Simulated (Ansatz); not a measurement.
# W wire along [100], 9 atoms a period: bands along the axis, part 2 of 2

Wanted: the relaxed geometry and the bands of the W wire along [100], 9 atoms a period.

Ansatz 0.2.0; DFT PBE, plane waves, PAW; relaxation of a wire's period; PAW set soft_1 (the session's first sound run).

So far: The starting structure; Relaxing the period.

### 2. Relaxing the period (continued)

Step by step:

| step | energy less that of the first step (eV) | largest force component (eV/Å) | pressure (GPa) | volume (Å³) |
| --- | --- | --- | --- | --- |
| 1 | 0.0000 | 2.7866 | -6.37 | 547.33 |
| 2 | -1.6916 | 0.2916 | 0.04 | 531.04 |
| 3 | -1.6678 | 0.2998 | -0.05 | 519.72 |
| 4 | -1.7242 | 0.0288 | 0.04 | 526.81 |
| 5* | -1.7216 | 0.0292 | 0.04 | 526.81 |

Relaxation steps marked * repeat the geometry before them on a plane-wave basis chosen anew for their cell, so energy and pressure can jump there. Relaxation step 3 was tried and not accepted.

The run keeps the 16 symmetry operations that it works with, so distortions that break them were not tested.

| cell as run | before | after | change |
| --- | --- | --- | --- |
| c (Å) | 3.170 | 3.051 | -3.8 % |

The atoms that moved most (Å, along periodic axes as changes of fractional coordinates times the final cell, across vacuum about the mean position):

```csv
atom,dx,dy,dz,length
W1,0.194,0.000,0.000,0.194
W2,0.000,0.194,0.000,0.194
W4,0.000,-0.194,0.000,0.194
W5,-0.194,0.000,0.000,0.194
W6,-0.007,-0.007,0.000,0.010
W7,-0.007,0.007,0.000,0.010
W8,0.007,-0.007,0.000,0.010
W9,0.007,0.007,0.000,0.010
```

Numbers from this step:

| Item | Value |
| --- | --- |
| energy at zero smearing | -93457.1473 eV |
| cell length along the wire | 3.051 Å |

The cell's length comes to 3.051 Å with spin left out.

### 3. The wire at its relaxed period

This step: DFT PBE, plane waves, PAW; bands of a perfect wire; PAW set soft_1 (Ansatz 0.2.0).

At the relaxed period the bands are computed along the axis; those that cross an energy going forward count the channels that a perfect wire would open there.

input.yaml

```yaml
crystal:
  lattice:
    - [13.14, 0.0, 0.0]
    - [0.0, 13.14, 0.0]
    - [0.0, 0.0, 3.0511207048]
  atoms:
    - { symbol: W, position: [0.273519144, 0.5, 0.0] }
    - { symbol: W, position: [0.5, 0.273519144, 0.0] }
    - { symbol: W, position: [0.5, 0.5, 0.0] }
    - { symbol: W, position: [0.5, 0.726480856, 0.0] }
    - { symbol: W, position: [0.726480856, 0.5, 0.0] }
    - { symbol: W, position: [0.378829533, 0.378829533, 0.5] }
    - { symbol: W, position: [0.378829533, 0.621170467, 0.5] }
    - { symbol: W, position: [0.621170467, 0.378829533, 0.5] }
    - { symbol: W, position: [0.621170467, 0.621170467, 0.5] }
kpoints:
  mp_grid: { grid: [1, 1, 27] }
  band_path: { path: ["Γ", Z], npoints: 90 }
scf:
  occupations: { method: fermi_dirac, width: 0.05 }
hamiltonian:
  xc: pbe
  pseudopotentials: { kind: paw, azcp: { folder: soft_1 } }
output:
  dos: { e_range: [-5, 4] }
  write_potential: true
  write_density: true
  volumetric_format: npy
```

Run with:

```console
ansatz run input.yaml --threads 4 --pin off --max-ram 16384MiB --backend cpu --events-out ev --progress --plain --runs-dir out
```

Numbers of over 12 decimals in the logs are rounded to 6 here.

The log of the run:

```text
[...]
Crystal: 9 atoms, lattice volume = 526.805 Å³
Basis set: ecut = 420 eV, 10275 PW (Γ)
Bands: 76, of which v1, the nominal top of the filled ones, is band 63 counted from 1 (62 counted from 0)
Symmetry: 16 space group operations
[...]
k-points: 14 of 27
[...]
SCF iter   1: F=—  HF=-93465.573840 eV  |F-HF|=—  |Δ(HF+E_count)|=         —  Δρ=4.18e-2  dr2=4.76e1  ethr=3.10e-3  ⟨swp⟩=9.9  Hψ=5186  notcnv=0  defer=1
[...]
SCF iter  10: F=-93457.183035 eV  HF=-93457.183035 eV  |F-HF|=3.70e-9  |Δ(HF+E_count)|=   3.76e-7  Δρ=2.12e-6  dr2=3.71e-8  ethr=7.94e-11  ⟨swp⟩=10.5  Hψ=3908  notcnv=0
SCF 1 converged in 10 iterations: F = -93457.183035 eV  dr2 = 3.71e-8
[...]
NSCF: frozen V_eff on 91 k-points
WARN: The output density's exchange-correlation potential varies sharply where the density is thin. Do not read a vacuum level from v_tot or v_xc, or from such a field of the output density. On a cell that repeats whose density bears no net charge and no dipole along the vacuum's axis use v_es (v_loc + v_h of the components); under efield.dipole_correction with no amplitude use v_es + v_field, which holds any externa [...]
SCF converged after 10 iterations
Free energy (F): -93457.183035 eV
[...]
Internal energy: -93457.103527 eV  (E = F + TS)
E sigma→0 (E₀):  -93457.143281 eV
Entropy (-TS):   -0.079508 eV (-8.834 meV/atom)
Fermi energy:    3.022086 eV
[...]
--- Band table (eV; the first three rows and the last of 14) ---
  k-point 0: bands = [... 59 lower, 2.2862, 2.5133, 2.6690, 2.9060, 2.9060, 3.1206, 3.6658, 3.6658, ... 9 higher]
  k-point 1: bands = [... 59 lower, 2.3658, 2.4337, 2.6468, 2.9170, 2.9170, 3.1570, 3.6217, 3.6267, ... 9 higher]
  k-point 2: bands = [... 59 lower, 2.4336, 2.5572, 2.5750, 2.9583, 2.9583, 3.2488, 3.2602, 3.5585, ... 9 higher]
  k-point 13: bands = [... 59 lower, 2.5918, 2.8380, 3.3267, 3.3267, 4.0120, 4.1954, 4.3074, 4.3074, ... 9 higher]
```

Elapsed: 29 s, on 4 threads of AMD EPYC 7R13 (Zen 3), shared host; peak memory 2.2 GiB; 1.9 min of CPU time.

In the SCF lines HF is the Harris–Foulkes energy and dr2 the Hartree energy of the density residual, in eV; the loop may stop once dr2 is under the threshold and the program's other checks hold. Hψ counts applications of the Hamiltonian.

Numbers from this step:

| Item | Value |
| --- | --- |
| energy at zero smearing | -93457.1433 eV |
| band gap | 0 eV |

Electronic bands along the path, in eV, zero at the Fermi level:

```csv
point,band 60,band 61,band 62,band 63,band 64,band 65,band 66,band 68
Γ,-0.74,-0.51,-0.35,-0.12,-0.12,0.10,0.64,0.80
halfway,-1.12,-0.50,-0.39,-0.08,0.02,0.02,0.85,0.87
Z,-0.42,-0.17,0.32,0.32,1.02,1.17,1.29,1.68
```

Between Γ and Z the bands cross the Fermi level 11 times, so a perfect wire would conduct at least 11 G₀, with spin left out.

### 4. Outcome

```
cell length, PBE                                            : 3.051 Å
ballistic conductance by band crossings, a lower bound, PBE : 11 G₀
```

In words: Under PBE the cell's length is 3.05 Å, and the bands cross the Fermi level 11 times between Γ and Z, which gives a perfect wire at least 11 G₀ (opposite crossings within one step of the path cancel in such a count). No spin was allowed, though thin wires with open d shells can turn magnetic. Spin-orbit coupling is left out, which matters for the bands of heavy atoms.

[Logs are printed without paths, hosts, clocks, repeated set-up lines and the standing remarks that a program may print on its own settings, such as how far it seeks lower states.]

[Hosts, paths, dates, database ids (printed as entryN), source tags and the programs' standing remarks are cut or masked in the printed files.]
